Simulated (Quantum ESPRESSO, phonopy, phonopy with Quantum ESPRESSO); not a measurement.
# Be2Al (hypothetical, Fm-3m): phonons against volume, part 6 of 6

Wanted: mode Grüneisen parameters of Be2Al (hypothetical) and a free-energy fit over volumes. The crystal structure is hypothetical: it was made by swapping elements on a known structure type.

Quantum ESPRESSO 7.5; DFT PBEsol, scalar-relativistic, plane waves, GBRV ultrasoft pseudopotentials.

So far. Step 13 (Lattice dynamics at this volume, V/V0 0.985): The time given is that of the 2 pw.x runs on displaced cells behind this step.

**14. Ground state at this cell, V/V0 1.03**

A tight ground state at this cell gives the energy of this member; its pressure is the stress at this cutoff, which can carry an offset from the finite basis.

This step: DFT PBEsol, scalar-relativistic, plane waves, GBRV ultrasoft pseudopotentials (Quantum ESPRESSO 7.5).

System of this step: Be2Al (hypothetical). The structure is cubic, space group Fm-3m (No. 225). The conventional cell has a = 5.499 Å, b = 5.499 Å, c = 5.499 Å, α = 90.00°, β = 90.00°, γ = 90.00°. Be has 4 Al at 2.38 Å nearest. Al has 8 Be at 2.38 Å nearest. Farther neighbours are not listed.

scf.in reads:

```
&CONTROL
  calculation = 'scf'
  prefix      = 'x'
  outdir      = './tmp'
  pseudo_dir  = './pseudo'
  tprnfor     = .true.
  tstress     = .true.
/
&SYSTEM
  ibrav       = 0
  nat         = 3
  ntyp        = 2
  ecutwfc     = 45.0
  ecutrho     = 270.0
  occupations = 'smearing'
  smearing    = 'mv'
  degauss     = 0.02
/
&ELECTRONS
  conv_thr         = 1.0d-12
  mixing_beta      = 0.7
  electron_maxstep = 100
/
ATOMIC_SPECIES
 Be      9.0122  Be.upf
 Al     26.9815  Al.upf
CELL_PARAMETERS angstrom
     0.000000000    2.749414635    2.749414635
     2.749414635    0.000000000    2.749414635
     2.749414635    2.749414635    0.000000000
ATOMIC_POSITIONS crystal
 Be     0.250000000   0.250000000   0.250000000
 Be     0.750000000   0.750000000   0.750000000
 Al     0.000000000   0.000000000   0.000000000
K_POINTS automatic
 12 12 12 0 0 0
```

Run with:

```
> OMP_NUM_THREADS=1 mpirun -n 8 pw.x -nk 8 -in scf.in > scf.out
```

The log of the run:

```text
[banner, memory and clock lines left out]
Program PWSCF v.7.5

     Message from routine setup:
     using ibrav=0 with symmetry is DISCOURAGED, use correct ibrav instead

     G-vector sticks info

     bravais-lattice index     =            0
     lattice parameter (alat)  =       7.3477  a.u.
     unit-cell volume          =     280.5093 (a.u.)^3
     number of atoms/cell      =            3
     number of atomic types    =            2
[...]
Total force =     0.000000     Total SCF correction =     0.000000

     Computing stress (Cartesian axis) and pressure

          total   stress  (Ry/bohr**3)                   (kbar)     P=      -20.76
  -0.00014113  -0.00000000   0.00000000          -20.76       -0.00        0.00
   0.00000000  -0.00014113   0.00000000            0.00      -20.76        0.00
   0.00000000   0.00000000  -0.00014113            0.00        0.00      -20.76

     XML data file, charge density, pseudopotentials, collected wavefunctions
[key lines of the parts left out:]
!    total energy              =     -62.73259392 Ry
the Fermi energy is     5.1169 ev
convergence has been achieved in   9 iterations
```

It took 2.9 s on 8 MPI ranks of Arm Neoverse V2, shared host; 22 s of CPU time.

The run ends at a pressure of -2.08 GPa.

**15. Forces on a displaced cell**

One atom (for the harmonic constants) or a pair of atoms (for the cubic ones) is moved by a few hundredths of an ångström; the forces on all atoms give a column of force constants. The threshold is tight because the forces are small.

System of this step: Be2Al (hypothetical). The structure is monoclinic, space group Cm (No. 8). Conventional cell: a = 13.469 Å, b = 7.777 Å, c = 7.777 Å, α = 90.00°, β = 125.26°, γ = 90.00°. Nearest to Be lie 4 Al at 2.36 to 2.40 Å. Nearest to Be lie 4 Al at 2.38 Å. Nearest to Be lie 4 Al at 2.38 Å. Farther neighbours are not listed.

disp-00001.in reads:

```
&CONTROL
  calculation = 'scf'
  prefix      = 'x'
  outdir      = './tmp'
  pseudo_dir  = './pseudo'
  tprnfor     = .true.
  disk_io     = 'none'
/
&SYSTEM
  ibrav       = 0
  nat         = 24
  ntyp        = 2
  ecutwfc     = 45.0
  ecutrho     = 270.0
  occupations = 'smearing'
  smearing    = 'mv'
  degauss     = 0.02
/
&ELECTRONS
  conv_thr         = 1.0d-11
  mixing_beta      = 0.7
  electron_maxstep = 100
/
ATOMIC_SPECIES
 Be      9.0122  Be.upf
 Al     26.9815  Al.upf
CELL_PARAMETERS angstrom
     0.000000000    5.498829271    5.498829271
     5.498829271    0.000000000    5.498829271
     5.498829271    5.498829271    0.000000000
ATOMIC_POSITIONS crystal
 Be     0.127571845   0.125000000   0.125000000
 Be     0.625000000   0.125000000   0.125000000
 Be     0.125000000   0.625000000   0.125000000
 Be     0.625000000   0.625000000   0.125000000
 Be     0.125000000   0.125000000   0.625000000
 Be     0.625000000   0.125000000   0.625000000
 Be     0.125000000   0.625000000   0.625000000
 Be     0.625000000   0.625000000   0.625000000
 Be     0.375000000   0.375000000   0.375000000
 Be     0.875000000   0.375000000   0.375000000
 Be     0.375000000   0.875000000   0.375000000
 Be     0.875000000   0.875000000   0.375000000
 Be     0.375000000   0.375000000   0.875000000
 Be     0.875000000   0.375000000   0.875000000
 Be     0.375000000   0.875000000   0.875000000
 Be     0.875000000   0.875000000   0.875000000
 Al     0.000000000   0.000000000   0.000000000
 Al     0.500000000   0.000000000   0.000000000
 Al     0.000000000   0.500000000   0.000000000
 Al     0.500000000   0.500000000   0.000000000
 Al     0.000000000   0.000000000   0.500000000
 Al     0.500000000   0.000000000   0.500000000
 Al     0.000000000   0.500000000   0.500000000
 Al     0.500000000   0.500000000   0.500000000
K_POINTS automatic
 5 5 5 0 0 0
```

Run with:

```
> OMP_NUM_THREADS=1 mpirun -n 4 pw.x -nk 4 -in disp-00001.in > disp-00001.out
```

The log of the run:

```text
[banner, memory and clock lines left out]
Program PWSCF v.7.5

     Message from routine setup:
     using ibrav=0 with symmetry is DISCOURAGED, use correct ibrav instead

     G-vector sticks info

     bravais-lattice index     =            0
     lattice parameter (alat)  =      14.6955  a.u.
     unit-cell volume          =    2244.0747 (a.u.)^3
     number of atoms/cell      =           24
     number of atomic types    =            2
[...]
atom    2 type  1   force =     0.00000288    0.00024244    0.00024244
     atom    3 type  1   force =     0.00015503   -0.00001163    0.00008629
[...]
atom   23 type  2   force =     0.00006200   -0.00000732   -0.00000732
     atom   24 type  2   force =    -0.00006208   -0.00000750   -0.00000750

     Total force =     0.004351     Total SCF correction =     0.000003
     Message from routine punch:
     Nothing written, as per user request (disk_io='none')
[key lines of the parts left out:]
!    total energy              =    -501.85941607 Ry
the Fermi energy is     5.0895 ev
convergence has been achieved in  14 iterations
```

It took 4 min on 4 MPI ranks; 16 min of CPU time.

**16. Lattice dynamics at this volume, V/V0 1.03**

This step: DFT PBEsol, scalar-relativistic, plane waves, GBRV ultrasoft pseudopotentials (phonopy with Quantum ESPRESSO 4.10.0 / 7.5).

Run time: 4 min. Hardware: 8 threads; 27 min of CPU time.

The lowest frequency on the path is -178 cm⁻¹, so the cell is unstable here and gives no valid free energy. The highest zone-centre mode (no LO–TO term) moved by -3.9 % for a volume change of +3.0 %.

The time given is that of the 2 pw.x runs on displaced cells behind this step.

**17. Self-consistent run, V/V0 0.97**

A tight ground state at this cell gives the energy of this member; its pressure is the stress at this cutoff, which can carry an offset from the finite basis.

This step: DFT PBEsol, scalar-relativistic, plane waves, GBRV ultrasoft pseudopotentials (Quantum ESPRESSO 7.5).

System of this step: Be2Al (hypothetical). The structure is cubic, space group Fm-3m (No. 225). Conventional cell: a = 5.390 Å, b = 5.390 Å, c = 5.390 Å, α = 90.00°, β = 90.00°, γ = 90.00°. Nearest to Be lie 4 Al at 2.33 Å. Nearest to Al lie 8 Be at 2.33 Å. Farther neighbours are not listed.

scf.in, as its differences from that of step 14:

```diff
@@ -27,5 +27,5 @@
 CELL_PARAMETERS angstrom
-     0.000000000    2.749414635    2.749414635
-     2.749414635    0.000000000    2.749414635
-     2.749414635    2.749414635    0.000000000
+     0.000000000    2.694956399    2.694956399
+     2.694956399    0.000000000    2.694956399
+     2.694956399    2.694956399    0.000000000
 ATOMIC_POSITIONS crystal
```

Run with:

```
> OMP_NUM_THREADS=1 mpirun -n 8 pw.x -nk 8 -in scf.in > scf.out
```

The log of the run:

```text
[banner, memory and clock lines left out]
Program PWSCF v.7.5

     Message from routine setup:
     using ibrav=0 with symmetry is DISCOURAGED, use correct ibrav instead

     G-vector sticks info

     bravais-lattice index     =            0
     lattice parameter (alat)  =       7.2022  a.u.
     unit-cell volume          =     264.1690 (a.u.)^3
     number of atoms/cell      =            3
     number of atomic types    =            2
[...]
Total force =     0.000000     Total SCF correction =     0.000000

     Computing stress (Cartesian axis) and pressure

          total   stress  (Ry/bohr**3)                   (kbar)     P=       26.52
   0.00018029  -0.00000000  -0.00000000           26.52       -0.00       -0.00
   0.00000000   0.00018029   0.00000000            0.00       26.52        0.00
  -0.00000000   0.00000000   0.00018029           -0.00        0.00       26.52

     XML data file, charge density, pseudopotentials, collected wavefunctions
[key lines of the parts left out:]
!    total energy              =     -62.73235858 Ry
the Fermi energy is     5.5920 ev
convergence has been achieved in   8 iterations
```

It took 2.7 s on 8 MPI ranks; 21 s of CPU time.

The run ends at a pressure of 2.65 GPa.

**18. A displaced supercell**

One atom (for the harmonic constants) or a pair of atoms (for the cubic ones) is moved by a few hundredths of an ångström; the forces on all atoms give a column of force constants. The threshold is tight because the forces are small.

System of this step: Be2Al (hypothetical). Symmetry: Cm, No. 8, monoclinic system. The conventional cell has a = 13.203 Å, b = 7.622 Å, c = 7.622 Å, α = 90.00°, β = 125.26°, γ = 90.00°. Nearest to Be lie 4 Al at 2.32 to 2.35 Å. Nearest to Be lie 4 Al at 2.33 Å. Be has 4 Al at 2.33 Å nearest. Nearest to Be lie 4 Al at 2.33 Å. Farther neighbours are not listed.

disp-00001.in, as its differences from that of step 15:

```diff
@@ -27,7 +27,7 @@
 CELL_PARAMETERS angstrom
-     0.000000000    5.498829271    5.498829271
-     5.498829271    0.000000000    5.498829271
-     5.498829271    5.498829271    0.000000000
+     0.000000000    5.389912799    5.389912799
+     5.389912799    0.000000000    5.389912799
+     5.389912799    5.389912799    0.000000000
 ATOMIC_POSITIONS crystal
- Be     0.127571845   0.125000000   0.125000000
+ Be     0.127623815   0.125000000   0.125000000
  Be     0.625000000   0.125000000   0.125000000
```

Run with:

```
> OMP_NUM_THREADS=1 mpirun -n 4 pw.x -nk 4 -in disp-00001.in > disp-00001.out
```

The log of the run:

```text
[banner, memory and clock lines left out]
Program PWSCF v.7.5

     Message from routine setup:
     using ibrav=0 with symmetry is DISCOURAGED, use correct ibrav instead

     G-vector sticks info

     bravais-lattice index     =            0
     lattice parameter (alat)  =      14.4044  a.u.
     unit-cell volume          =    2113.3519 (a.u.)^3
     number of atoms/cell      =           24
     number of atomic types    =            2
[...]
atom    2 type  1   force =    -0.00000043    0.00026288    0.00026288
     atom    3 type  1   force =     0.00016942   -0.00001814    0.00009680
[...]
atom   23 type  2   force =     0.00006991   -0.00000512   -0.00000512
     atom   24 type  2   force =    -0.00006903   -0.00000538   -0.00000538

     Total force =     0.005217     Total SCF correction =     0.000005
     Message from routine punch:
     Nothing written, as per user request (disk_io='none')
[key lines of the parts left out:]
!    total energy              =    -501.85775948 Ry
the Fermi energy is     5.5649 ev
convergence has been achieved in  13 iterations
```

Wall time 3.6 min (4 MPI ranks).

**19. Lattice dynamics at this volume, V/V0 0.97**

This step: DFT PBEsol, scalar-relativistic, plane waves, GBRV ultrasoft pseudopotentials (phonopy with Quantum ESPRESSO 4.10.0 / 7.5).

Elapsed: 3.6 min, on 8 threads.

The lowest frequency on the path is -188 cm⁻¹, so the cell is unstable here and gives no valid free energy. The highest zone-centre mode (no LO–TO term) moved by +4.1 % for a volume change of -3.0 %.

The time given is that of the 2 pw.x runs on displaced cells behind this step.

**20. Ground state at this cell, V/V0 1.05**

A tight ground state at this cell gives the energy of this member; its pressure is the stress at this cutoff, which can carry an offset from the finite basis.

This step: DFT PBEsol, scalar-relativistic, plane waves, GBRV ultrasoft pseudopotentials (Quantum ESPRESSO 7.5).

System of this step: Be2Al (hypothetical). It takes space group Fm-3m (No. 225, cubic). Conventional cell: a = 5.534 Å, b = 5.534 Å, c = 5.534 Å, α = 90.00°, β = 90.00°, γ = 90.00°. Nearest to Be lie 4 Al at 2.40 Å. Nearest to Al lie 8 Be at 2.40 Å. Farther neighbours are not listed.

scf.in, as its differences from that of step 17:

```diff
@@ -27,5 +27,5 @@
 CELL_PARAMETERS angstrom
-     0.000000000    2.694956399    2.694956399
-     2.694956399    0.000000000    2.694956399
-     2.694956399    2.694956399    0.000000000
+     0.000000000    2.767096244    2.767096244
+     2.767096244    0.000000000    2.767096244
+     2.767096244    2.767096244    0.000000000
 ATOMIC_POSITIONS crystal
```

Run with:

```
> OMP_NUM_THREADS=1 mpirun -n 8 pw.x -nk 8 -in scf.in > scf.out
```

The log of the run:

```text
[banner, memory and clock lines left out]
Program PWSCF v.7.5

     Message from routine setup:
     using ibrav=0 with symmetry is DISCOURAGED, use correct ibrav instead

     G-vector sticks info

     bravais-lattice index     =            0
     lattice parameter (alat)  =       7.3950  a.u.
     unit-cell volume          =     285.9561 (a.u.)^3
     number of atoms/cell      =            3
     number of atomic types    =            2
[...]
Total force =     0.000000     Total SCF correction =     0.000000

     Computing stress (Cartesian axis) and pressure

          total   stress  (Ry/bohr**3)                   (kbar)     P=      -33.86
  -0.00023016  -0.00000000   0.00000000          -33.86       -0.00        0.00
  -0.00000000  -0.00023016   0.00000000           -0.00      -33.86        0.00
   0.00000000   0.00000000  -0.00023016            0.00        0.00      -33.86

     XML data file, charge density, pseudopotentials, collected wavefunctions
[key lines of the parts left out:]
!    total energy              =     -62.73158990 Ry
the Fermi energy is     4.9694 ev
convergence has been achieved in   8 iterations
```

It took 2.8 s on 8 MPI ranks; 22 s of CPU time.

The run ends at a pressure of -3.39 GPa.

**21. A displaced supercell**

One atom (for the harmonic constants) or a pair of atoms (for the cubic ones) is moved by a few hundredths of an ångström; the forces on all atoms give a column of force constants. The threshold is tight because the forces are small.

System of this step: Be2Al (hypothetical). Symmetry: Cm, No. 8, monoclinic system. Conventional cell: a = 13.556 Å, b = 7.827 Å, c = 7.827 Å, α = 90.00°, β = 125.26°, γ = 90.00°. Nearest to Be lie 4 Al at 2.38 to 2.41 Å. Nearest to Be lie 4 Al at 2.40 Å. Be has 4 Al at 2.40 Å nearest. Be has 4 Al at 2.40 Å nearest. Farther neighbours are not listed.

disp-00001.in, as its differences from that of step 18:

```diff
@@ -27,7 +27,7 @@
 CELL_PARAMETERS angstrom
-     0.000000000    5.389912799    5.389912799
-     5.389912799    0.000000000    5.389912799
-     5.389912799    5.389912799    0.000000000
+     0.000000000    5.534192489    5.534192489
+     5.534192489    0.000000000    5.534192489
+     5.534192489    5.534192489    0.000000000
 ATOMIC_POSITIONS crystal
- Be     0.127623815   0.125000000   0.125000000
+ Be     0.127555411   0.125000000   0.125000000
  Be     0.625000000   0.125000000   0.125000000
```

Run with:

```
> OMP_NUM_THREADS=1 mpirun -n 4 pw.x -nk 4 -in disp-00001.in > disp-00001.out
```

The log of the run:

```text
[banner, memory and clock lines left out]
Program PWSCF v.7.5

     Message from routine setup:
     using ibrav=0 with symmetry is DISCOURAGED, use correct ibrav instead

     G-vector sticks info

     bravais-lattice index     =            0
     lattice parameter (alat)  =      14.7900  a.u.
     unit-cell volume          =    2287.6489 (a.u.)^3
     number of atoms/cell      =           24
     number of atomic types    =            2
[...]
atom    2 type  1   force =     0.00000291    0.00023639    0.00023639
     atom    3 type  1   force =     0.00015095   -0.00001122    0.00008461
[...]
atom   23 type  2   force =     0.00005959   -0.00000775   -0.00000775
     atom   24 type  2   force =    -0.00005969   -0.00000790   -0.00000790

     Total force =     0.004096     Total SCF correction =     0.000005
     Message from routine punch:
     Nothing written, as per user request (disk_io='none')
[key lines of the parts left out:]
!    total energy              =    -501.85132232 Ry
the Fermi energy is     4.9416 ev
convergence has been achieved in  13 iterations
```

The job ended after 4 min (4 MPI ranks; 16 min of CPU time).

**22. Phonons, V/V0 1.05**

This step: DFT PBEsol, scalar-relativistic, plane waves, GBRV ultrasoft pseudopotentials (phonopy with Quantum ESPRESSO 4.10.0 / 7.5).

Elapsed: 4 min, on 8 threads.

The lowest frequency on the path is -176 cm⁻¹, so the cell is unstable here and gives no valid free energy. The highest zone-centre mode (no LO–TO term) moved by -6.5 % for a volume change of +5.0 %.

The time given is that of the 2 pw.x runs on displaced cells behind this step.

**23. How the modes move with volume**

This step: DFT PBEsol, scalar-relativistic, plane waves, GBRV ultrasoft pseudopotentials (phonopy 4.10.0).

Volume series, by row:

```csv
V/V0,V (Å³/atom),pressure (GPa),E - E0 (meV/atom),gap (eV),zero-point energy (meV/atom),lowest on the path (cm⁻¹),highest at Gamma without the LO-TO term (cm⁻¹)
0.97,13.05,2.652,3.503,0,-,-188.1,503.2
0.985,13.25,1.346,0.956,0,-,-186.3,493.1
1,13.45,0.126,0,0,-,-181.9,483.2
1.015,13.65,-1.013,0.523,0,-,-179.8,473.6
1.03,13.86,-2.076,2.436,0,-,-177.8,464.2
1.05,14.12,-3.386,6.989,0,-,-175.5,451.9
```

The optical frequency at Gamma without the LO-TO term by V/V0:

```csv
V/V0,mode 4 (cm⁻¹),mode 7 (cm⁻¹)
0.9700,295,503
0.9850,283,493
1.0000,270,483
1.0150,258,474
1.0300,246,464
1.0500,231,452
```

**24. Outcome**

```
lowest frequency over the volumes : -188 cm⁻¹
```

In words: Imaginary modes appear at V/V0 = 0.97, 0.985, 1, 1.015, 1.03 and 1.05, so too few stable volumes remain for a free-energy fit. Mode Grüneisen parameters diverge near a vanishing branch and are not given. The supercell is small, so only a few wavevectors are exact. In a metal soft modes also hang on the k-mesh and the smearing, which were not converged here. The supercell is small: only its own wavevectors are exact, and branches between them are interpolated and can be misplaced.

[Logs are printed without paths, hosts, clocks, repeated set-up lines and the standing remarks that a program may print on its own settings, such as how far it seeks lower states.]

[Hosts, paths, dates, database ids (printed as entryN), source tags and the programs' standing remarks are cut or masked in the printed files.]

[A step with changed settings may run another functional than the one named; its input shows which.]

[Of the runs on displaced cells, only some may be shown.]
